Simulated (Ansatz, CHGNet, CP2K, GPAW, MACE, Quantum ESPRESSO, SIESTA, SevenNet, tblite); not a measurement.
# Running generalised stacking fault on (111) (shuffle set) of a GaAs-GaSb solid solution (48 atoms) with Quantum ESPRESSO

Wanted: Quantum ESPRESSO inputs and outputs for generalised stacking fault on (111) (shuffle set) of a GaAs-GaSb solid solution (48 atoms), checked against a plane-wave reference.

Main program and level: Quantum ESPRESSO 7.5; the method is named at each step.

**1. The structure**

The cell holds 48 atoms: 24 Ga, 10 Sb and 14 As. Cell: a = 8.267 Å, b = 7.159 Å, c = 20.485 Å, α = 90.0°, β = 81.3°, γ = 90.0°. Zinc-blende GaAs lattice (a = 5.8453 Å, the value set for the mixture), cell with z along [111], 2 x 1 x 2 periods; the third cell vector is tilted by 0.750 of 1/2[1-10] and lengthened by 0 Å, so the cell holds one fault (shuffle set); displaced by a Gaussian of 0.01 Å; 10 of 24 As sites given to Sb at random (lattice constant by Vegard's rule between GaAs and GaSb). Then every atom was moved at random, 0.02 Å r.m.s. a Cartesian component. The structure's axis is c.

The yardstick, on the same geometry:

* method: Kohn-Sham DFT, PBE, PAW, plane waves (Ansatz 0.2.0); cutoff 420 eV, Γ point, fermi-dirac smearing of 0.05 eV; PAW set soft_2
* r.m.s. force component: 0.6675 eV/Å
* longest force: 2.353 eV/Å
* pressure: 4.926 GPa
* SCF cycles: 11
* time: 12 s on 8 threads of Arm Neoverse V1, shared host
* CPU time: 84 s

**2. PBE, sssp-1.3.0-efficiency, 60/480 Ry**

Method: Kohn-Sham DFT, PBE, SSSP efficiency 1.3.0 pseudopotentials, plane waves.

The input, pw.in:

```
&control
  calculation = 'scf'
  pseudo_dir = './pseudo'
  outdir = './tmp'
  disk_io = 'none'
  tprnfor = .true.
  tstress = .true.
/
&system
  ibrav = 0
  nat = 48
  ntyp = 3
  ecutwfc = 60
  ecutrho = 480
  nosym = .true.
  occupations = 'smearing'
  smearing = 'fd'
  degauss = 0.003675
/
&electrons
  conv_thr = 2.4e-07
  electron_maxstep = 100
  mixing_beta = 0.2
  mixing_mode = 'local-TF'
  diagonalization = 'david'
/
ATOMIC_SPECIES
Ga 69.723 Ga.upf
Sb 121.760 Sb.upf
As 74.922 As.upf
CELL_PARAMETERS angstrom
8.26650 0.00000 0.00000
0.00000 7.15900 0.00000
3.09994 0.00000 20.24871
ATOMIC_POSITIONS crystal
Ga 0.40003 0.49664 0.93738
Sb 0.72514 0.50015 0.06298
Ga 0.70648 0.82628 0.10505
As 0.66191 0.83131 0.23009
Ga 0.90172 0.50263 0.93830
As 0.22930 0.49675 0.06160
Ga 0.20864 0.82587 0.10497
As 0.16609 0.83822 0.22843
Ga 0.14734 0.00272 0.93821
As 0.47719 0.99859 0.06404
Ga 0.45891 0.33422 0.10482
As 0.41654 0.33448 0.23026
Ga 0.39757 0.66298 0.27103
As 0.35359 0.66005 0.39342
Ga 0.64880 0.16697 0.27040
Sb 0.60462 0.15905 0.39404
Ga 0.57991 0.50077 0.43795
Sb 0.54062 0.49340 0.56230
Ga 0.52736 0.83683 0.60369
Sb 0.47926 0.83480 0.72851
Ga 0.64917 0.99798 0.93840
Sb 0.97465 0.00190 0.06312
Ga 0.96290 0.33544 0.10235
As 0.90920 0.33544 0.22743
Ga 0.89705 0.66581 0.27036
Sb 0.85279 0.66440 0.39772
Ga 0.14848 0.16505 0.27020
As 0.10674 0.16780 0.39560
Ga 0.08460 0.50556 0.43597
As 0.04411 0.50175 0.56264
Ga 0.02347 0.83719 0.60274
As 0.98019 0.82927 0.72829
Ga 0.33828 0.00279 0.43459
As 0.28661 0.00344 0.56356
Ga 0.27473 0.32852 0.60422
As 0.22835 0.33374 0.73077
Ga 0.20734 0.66873 0.77182
Sb 0.16655 0.66513 0.89565
Ga 0.46145 0.17027 0.77055
Sb 0.41307 0.16549 0.89757
Ga 0.83453 0.99785 0.43945
Sb 0.78788 0.00268 0.56223
Ga 0.77783 0.33185 0.60317
As 0.72361 0.33250 0.72633
Ga 0.71123 0.66531 0.77191
As 0.66155 0.66783 0.89589
Ga 0.96083 0.16547 0.76938
Sb 0.91386 0.16136 0.89587
K_POINTS gamma
```

Launch:

```sh
$ OMP_NUM_THREADS=1 mpirun -np 4 pw.x -in pw.in > output.txt
```

The program printed:

```text
Program PWSCF
     gamma-point specific algorithms are used
     one sub-group per band group will be used
     scalapack distributed-memory algorithm (size of sub-group:  2*  2 procs)
     Parallelization info
     sticks:   dense  smooth     PW     G-vecs:    dense   smooth      PW
     Min        2018    1007    252               358973   126907   15880
     Max        2020    1008    254               358984   126920   15890
     Sum        8075    4031   1011              1435905   507649   63543
     bravais-lattice index     =            0
     lattice parameter (alat)  =      15.6214  a.u.
     unit-cell volume          =    8086.6378 (a.u.)^3
     number of atoms/cell      =           48
     number of atomic types    =            3
     number of electrons       =       532.00
     number of Kohn-Sham states=          319
     kinetic-energy cutoff     =      60.0000  Ry
     charge density cutoff     =     480.0000  Ry
     scf convergence threshold =      2.4E-07
     mixing beta               =       0.2000
     number of iterations used =            8  local-TF  mixing
     Exchange-correlation= PBE
                           (   1   4   3   4   0   0   0)
     crystal axes: (cart. coord. in units of alat)
               a(1) = (   1.000000   0.000000   0.000000 )
               a(2) = (   0.000000   0.866026   0.000000 )
               a(3) = (   0.375000   0.000000   2.449490 )
     reciprocal axes: (cart. coord. in units 2 pi/alat)
               b(1) = (  1.000000  0.000000 -0.153093 )
               b(2) = (  0.000000  1.154700  0.000000 )
               b(3) = (  0.000000  0.000000  0.408248 )
     PseudoPot. # 1 for Ga:
     Pseudo is Projector augmented-wave + core cor, Zval = 13.0
     PseudoPot. # 2 for Sb:
     Pseudo is Ultrasoft + core correction, Zval = 15.0
     PseudoPot. # 3 for As:
     Pseudo is Ultrasoft + core correction, Zval =  5.0
     atomic species   valence    mass     pseudopotential
     Ga               13.00    69.72300     Ga( 1.00)
     Sb               15.00   121.76000     Sb( 1.00)
     As                5.00    74.92200     As( 1.00)
     No symmetry found
   Cartesian axes
     number of k points=     1  Fermi-Dirac smearing, width (Ry)=  0.0037
                       cart. coord. in units 2pi/alat
        k(    1) = (   0.0000000   0.0000000   0.0000000), wk =   2.0000000
     Dense  grid:   717953 G-vectors     FFT dimensions: ( 120,  96, 270)
     Smooth grid:   253825 G-vectors     FFT dimensions: (  80,  72, 192)
     Initial potential from superposition of free atoms
     starting charge     521.9257, renormalised to     532.0000
     Starting wfcs are  362 randomized atomic wfcs
     Self-consistent Calculation
     iteration #  1     ecut=    60.00 Ry     beta= 0.20
     total energy              =   -8779.59497284 Ry
     estimated scf accuracy    <     237.65373681 Ry
     iteration #  2     ecut=    60.00 Ry     beta= 0.20
     total energy              =   -8768.53641764 Ry
     estimated scf accuracy    <     162.86694677 Ry
     iteration #  3     ecut=    60.00 Ry     beta= 0.20
     total energy              =   -8774.00271283 Ry
     estimated scf accuracy    <       2.70032712 Ry
     iteration #  4     ecut=    60.00 Ry     beta= 0.20
     total energy              =   -8774.06218671 Ry
     estimated scf accuracy    <       1.90728281 Ry
     iteration #  5     ecut=    60.00 Ry     beta= 0.20
     total energy              =   -8773.88162058 Ry
     estimated scf accuracy    <       0.83688421 Ry
     iteration #  6     ecut=    60.00 Ry     beta= 0.20
     total energy              =   -8774.22869240 Ry
     estimated scf accuracy    <       0.25779630 Ry
[...]
total energy              =   -8774.20349127 Ry
[...]
iteration # 60     ecut=    60.00 Ry     beta= 0.20
     total energy              =   -8774.20349131 Ry
     estimated scf accuracy    <       0.00000052 Ry
     iteration # 61     ecut=    60.00 Ry     beta= 0.20
     total energy              =   -8774.20349140 Ry
     estimated scf accuracy    <       0.00000033 Ry
     iteration # 62     ecut=    60.00 Ry     beta= 0.20
     End of self-consistent calculation
          k = 0.0000 0.0000 0.0000 ( 31772 PWs)   bands (ev):
   -21.6084 -21.5890 -21.5713 -21.5711 -21.5599 -21.5532 -21.5503 -21.5430
   -21.5418 -21.5333 -21.5304 -21.5269 -21.5237 -21.5147 -21.5129 -21.5020
   -21.4951 -21.4930 -21.4875 -21.4722 -21.4296 -21.4234 -21.4157 -21.4100
   -21.4080 -21.4003 -21.3918 -21.3917 -21.3888 -21.3886 -21.3872 -21.3809
   -21.3791 -21.3758 -21.3716 -21.3703 -21.3611 -21.3611 -21.3583 -21.3543
   -21.3490 -21.3488 -21.3485 -21.3479 -21.3466 -21.3328 -21.3310 -21.3197
[...]
10.3197  10.3956  10.4303  10.4860  10.5936  10.6773  10.8438  10.8781
    10.8992  10.9343  11.0947  11.1595  11.1865  11.2418  11.2866  11.3939
    11.4015  11.4317  11.5009  11.5104  11.5385  11.5704  11.5940  11.6197
    11.6574  11.6766  11.6977  11.7196  11.7413  11.7716  11.8118
     the Fermi energy is     7.5192 ev
!    total energy              =   -8774.20349138 Ry
     estimated scf accuracy    <       0.00000018 Ry
     smearing contrib. (-TS)   =      -0.01089461 Ry
     internal energy E=F+TS    =   -8774.19259677 Ry
     The total energy is F=E-TS. E is the sum of the following terms:
     one-electron contribution =   -4082.87268046 Ry
     hartree contribution      =    2461.55418341 Ry
     xc contribution           =   -1486.58536048 Ry
     ewald contribution        =   -2997.17740890 Ry
     one-center paw contrib.   =   -2669.11133034 Ry
     convergence has been achieved in  62 iterations
     Forces acting on atoms (cartesian axes, Ry/au):
     atom    1 type  1   force =     0.01366428    0.01644465    0.04553005
     atom    2 type  2   force =     0.02343965    0.00643115   -0.05114465
     atom    3 type  1   force =    -0.02957366    0.02693097    0.04383121
     atom    4 type  3   force =     0.00455201    0.01765052   -0.01190708
     atom    5 type  1   force =    -0.06754221   -0.00669099    0.02473206
     atom    6 type  3   force =     0.02411203    0.02210830   -0.02242986
[...]
atom   46 type  3   force =     0.00883313    0.00305586   -0.00195472
     atom   47 type  1   force =    -0.00512177   -0.01042786   -0.03601114
     atom   48 type  2   force =    -0.01120613    0.03251430   -0.01264535
     Total force =     0.311579     Total SCF correction =     0.001086
     Computing stress (Cartesian axis) and pressure
          total   stress  (Ry/bohr**3)                   (kbar)     P=       49.00
   0.00075263  -0.00001174   0.00009089          110.72       -1.73       13.37
  -0.00001174   0.00008416  -0.00002688           -1.73       12.38       -3.95
   0.00009089  -0.00002688   0.00016250           13.37       -3.95       23.90
     Message from routine punch:
     Nothing written, as per user request (disk_io='none')
```

Elapsed: 13 min, on 4 MPI ranks of Arm Neoverse V1, shared host; peak memory 3.8 GiB.

Banners, paths, timers and routine set-up lines are dropped from the logs unmarked, and long logs keep their key lines alone; longer cuts are marked.

Against the reference:

| Property | Result |
| --- | --- |
| r.m.s. force component | 0.6676 eV/Å |
| r.m.s. difference of force components | 5.2 meV/Å |
| longest difference of force vectors | 19.08 meV/Å |
| force difference over r.m.s. force | 0.7789 % |
| slope of forces against the reference's | 1 |
| correlation of force components | 1 |
| pressure | 4.9 GPa |
| pressure difference | -0.0263 GPa |

Length of the force difference by element (eV/Å):

```
element  atoms    mean    most
     As     14  0.0076   0.011
     Ga     24  0.0095   0.019
     Sb     10  0.0053  0.0087
```

The surroundings of Ga29, which bears the longest force, nearest first, numbered as they follow in the input and with coordinates relative to it.

```csv
atom,x,y,z,distance (Å),bonds,Fx,Fy,Fz (eV/Å)
Ga29,0.00,0.00,0.00,0.00,4,1.68,-1.36,0.94
Sb26,-2.03,1.14,-0.77,2.46,4,-0.75,0.50,-0.64
As14,2.09,1.11,-0.86,2.52,4,-0.36,0.74,0.14
As28,0.06,-2.42,-0.82,2.55,4,-0.47,0.26,-0.14
As30,0.06,-0.03,2.56,2.57,4,-0.10,0.17,-0.29
Ga41,-2.06,3.52,0.07,4.08,4,1.37,0.31,-0.71
Ga13,2.08,1.13,-3.34,4.09,4,-0.05,-0.10,-0.06
Ga17,4.10,-0.03,0.04,4.10,4,-0.55,-0.22,-0.49
Ga25,-2.06,1.15,-3.35,4.10,4,0.11,-0.17,-0.81
```

Forces lie 0.78 % from the reference's, at 38 times its CPU time (on 4 against 8 cores); the SCF took 62 steps, which the time reflects.

**3. PBE, gbrv-1.5, 40/200 Ry**

Method: Kohn-Sham DFT, PBE, GBRV 1.5 ultrasoft pseudopotentials, plane waves.

The pseudopotential files are exchanged too: ./pseudo now holds the set gbrv-pbe-1.5.

Edit pw.in of step 2 so:

```diff
@@ -12,4 +12,4 @@
   ntyp = 3
-  ecutwfc = 60
-  ecutrho = 480
+  ecutwfc = 40
+  ecutrho = 200
   nosym = .true.
```

The program printed:

```text
[banner, memory and clock lines left out]
Program PWSCF
     gamma-point specific algorithms are used
     one sub-group per band group will be used
[... lines left out ...]
     total energy              =  -12388.02400546 Ry
[... lines left out ...]
     total energy              =  -12380.24529383 Ry
[... lines left out ...]
     total energy              =  -12381.17292072 Ry
[... lines left out ...]
     total energy              =  -12381.17292114 Ry
[... lines left out ...]
     the Fermi energy is     8.0329 ev
!    total energy              =  -12381.17292175 Ry
[... lines left out ...]
     The total energy is F=E-TS. E is the sum of the following terms:
[... lines left out ...]
     convergence has been achieved in  19 iterations
     Forces acting on atoms (cartesian axes, Ry/au):
     atom    1 type  1   force =     0.01367902    0.01656750    0.04578370
     atom    2 type  2   force =     0.02334671    0.00639314   -0.05107972
     atom    3 type  1   force =    -0.02928507    0.02670483    0.04379729
[...]
atom   47 type  1   force =    -0.00514851   -0.01033947   -0.03654020
     atom   48 type  2   force =    -0.01130611    0.03250285   -0.01269500
     Total force =     0.310856     Total SCF correction =     0.001776
     Computing stress (Cartesian axis) and pressure
          total   stress  (Ry/bohr**3)                   (kbar)     P=       47.05
   0.00073941  -0.00001191   0.00009066          108.77       -1.75       13.34
  -0.00001191   0.00007164  -0.00002697           -1.75       10.54       -3.97
   0.00009066  -0.00002697   0.00014842           13.34       -3.97       21.83
     Message from routine punch:
     Nothing written, as per user request (disk_io='none')
```

Wall time 2.5 min (4 MPI ranks); peak memory 1.5 GiB.

Against the reference:

```
r.m.s. force component                  : 0.666 eV/Å
r.m.s. difference of force components   : 5.124 meV/Å
longest difference of force vectors     : 21.1 meV/Å
force difference over r.m.s. force      : 0.7676 %
slope of forces against the reference's : 0.9977
correlation of force components         : 1
pressure                                : 4.705 GPa
pressure difference                     : -0.2216 GPa
```

Against the first run (0.78 %), the force difference from the reference is 0.77 %, at 0.19 times the CPU time (19 SCF steps against 62).

The run ends at a pressure of 4.70 GPa, with forces up to 2.3 eV/Å.

**4. Side by side**

Differences are against the plane-wave reference, forces as r.m.s. over components; share is that over the reference's r.m.s. force, slope the least-squares factor from reference forces to these. Total energies of different programs have different zeros and aren't compared.

```
                                     run  Δ force, r.m.s. (meV/Å)  share (%)  slope  Δ pressure (GPa)  cores  CPU time  memory (GiB)
                               reference                        -          -      -                 -      8      84 s           1.7
QE PBE, sssp-1.3.0-efficiency, 60/480 Ry                      5.2      0.779  1.000           -0.0263      4    52 min           3.8
             QE PBE, gbrv-1.5, 40/200 Ry                     5.12      0.768  0.998            -0.222      4    10 min           1.5
```

CPU time is summed over cores on a shared host, where runs went side by side, so it is rough. Symmetry, cutoffs, thresholds, outputs and thread counts weren't matched or tuned between programs; memory under MPI is the largest rank's times the ranks.

**5. What came out**

```
nearest in forces : QE PBE, gbrv-1.5, 40/200 Ry, 0.77 %
its CPU time      : 10 min
```

PBE on plane waves or a grid with other potentials, cutoffs or grids differs from the reference by 0.77 % (QE PBE, gbrv-1.5, 40/200 Ry) to 0.78 % (QE PBE, sssp-1.3.0-efficiency, 60/480 Ry) of the r.m.s. force; this holds the reference's own error, so differences of a few per cent don't tell which side is nearer the exact PBE result (QE's 60 Ry are 816 eV, against the reference's 420 eV). None of the electronic-structure runs in the table takes under half the reference's CPU time of 84 s; they take 7.2 to 38 times as much. The potentials hold different valence shells: 672 electrons in the reference, 532 in Quantum ESPRESSO with SSSP and 676 in Quantum ESPRESSO with GBRV; this bears on time and differences. The reference's stress is far from hydrostatic: its diagonal is 11.1, 1.3, 2.4 GPa, compression counted positive. The host structure and its lattice constant were typed by rule, without a check against the phase diagram. The reference's pressure of 4.9 GPa belongs to a cell and atoms that aren't relaxed at this level. The electronic-structure runs sample only Γ, in a cell whose shortest periodic width is 7 Å, which is coarse for a cell with partly filled levels. Spin–orbit coupling is left out, which matters for the levels of the heavy elements.

[Also dropped from logs without a mark: logging warnings of Python, and SIESTA's first energy breakdown and zero terms.]

[Logs are printed without paths, hosts, clocks, repeated set-up lines and the standing remarks that a program may print on its own settings, such as how far it seeks lower states.]

[Hosts, paths, dates, database ids (printed as entryN), source tags and the programs' standing remarks are cut or masked in the printed files.]
